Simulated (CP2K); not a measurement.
Chloroacetaldehyde has these distinct C atoms: C2 (bonded to C, O and H) and C3 (bonded to C, Cl and 2 H).

```xyz
7

O     1.5611   -0.1328   -1.0885
C     0.9025   -0.0299   -0.0699
C    -0.6138   -0.0984   -0.0622
Cl   -1.2735    1.1678    1.0287
H     1.3784    0.1163    0.9286
H    -0.9391   -1.0717    0.3330
H    -1.0156    0.0487   -1.0698
```

Their partial C K spectra (CP2K XAS_TDP, all-electron GAPW, PBEh(45%), aug-pc-1, TDA, GW2X-corrected core level, no relativity) are given in random order, each times the number of alike atoms.

Gaussian full width 0.5 eV, oscillator strength per eV, alike atoms added, rows of zeros left out:

| E (eV) | curve 1 | curve 2 |
| --- | --- | --- |
| 287.50 | 0.000 | 0.005 |
| 287.75 | 0.000 | 0.052 |
| 288.00 | 0.005 | 0.129 |
| 288.25 | 0.040 | 0.081 |
| 288.50 | 0.084 | 0.013 |
| 288.75 | 0.045 | 0.001 |
| 289.00 | 0.006 | 0.000 |
| 289.50 | 0.002 | 0.000 |
| 289.75 | 0.013 | 0.000 |
| 290.00 | 0.029 | 0.000 |
| 290.25 | 0.016 | 0.000 |
| 290.50 | 0.002 | 0.000 |
| 290.75 | 0.002 | 0.000 |
| 291.00 | 0.013 | 0.000 |
| 291.25 | 0.030 | 0.000 |
| 291.50 | 0.024 | 0.000 |
| 291.75 | 0.036 | 0.000 |
| 292.00 | 0.044 | 0.000 |
| 292.25 | 0.016 | 0.000 |
| 292.50 | 0.008 | 0.000 |
| 292.75 | 0.010 | 0.000 |
| 293.00 | 0.013 | 0.006 |
| 293.25 | 0.023 | 0.021 |
| 293.50 | 0.023 | 0.019 |
| 293.75 | 0.017 | 0.012 |
| 294.00 | 0.036 | 0.012 |
| 294.25 | 0.043 | 0.007 |
| 294.50 | 0.023 | 0.004 |
| 294.75 | 0.006 | 0.009 |
| 295.00 | 0.002 | 0.016 |
| 295.25 | 0.004 | 0.013 |
| 295.50 | 0.008 | 0.012 |
| 295.75 | 0.011 | 0.016 |
| 296.00 | 0.007 | 0.022 |
| 296.25 | 0.004 | 0.022 |
| 296.50 | 0.006 | 0.025 |
| 296.75 | 0.011 | 0.033 |
| 297.00 | 0.011 | 0.022 |
| 297.25 | 0.008 | 0.011 |
| 297.50 | 0.015 | 0.005 |
| 297.75 | 0.030 | 0.007 |
| 298.00 | 0.029 | 0.014 |
| 298.25 | 0.027 | 0.023 |
| 298.50 | 0.026 | 0.018 |
| 298.75 | 0.015 | 0.014 |

Which curve belongs to which atom?

Curve 1: C3 (bonded to C, Cl and 2 H), leading line at 288.51 eV (f = 0.045 an atom), ionisation energy 293.75 eV, term value 5.24 eV. Curve 2: C2 (bonded to C, O and H), leading line at 288.04 eV (f = 0.070 an atom), ionisation energy 295.74 eV, term value 7.70 eV. The leading line of an atom is its first one with 35 % of the strongest within 2.5 eV of its lowest line over the strength cut. A line lies at the core ionisation energy, which rises as an atom loses charge to its neighbours or to a π system, less the term value, which is large for a low π* or σ* orbital with weight on that atom.

[Banner, clock and machine lines of the logs are left out without a mark of their own.]

[Logs are printed without paths, hosts, clocks, repeated set-up lines and the standing remarks that a program may print on its own settings, such as how far it seeks lower states.]

[Hosts, paths, dates, database ids (printed as entryN), source tags and the programs' standing remarks are cut or masked in the printed files.]
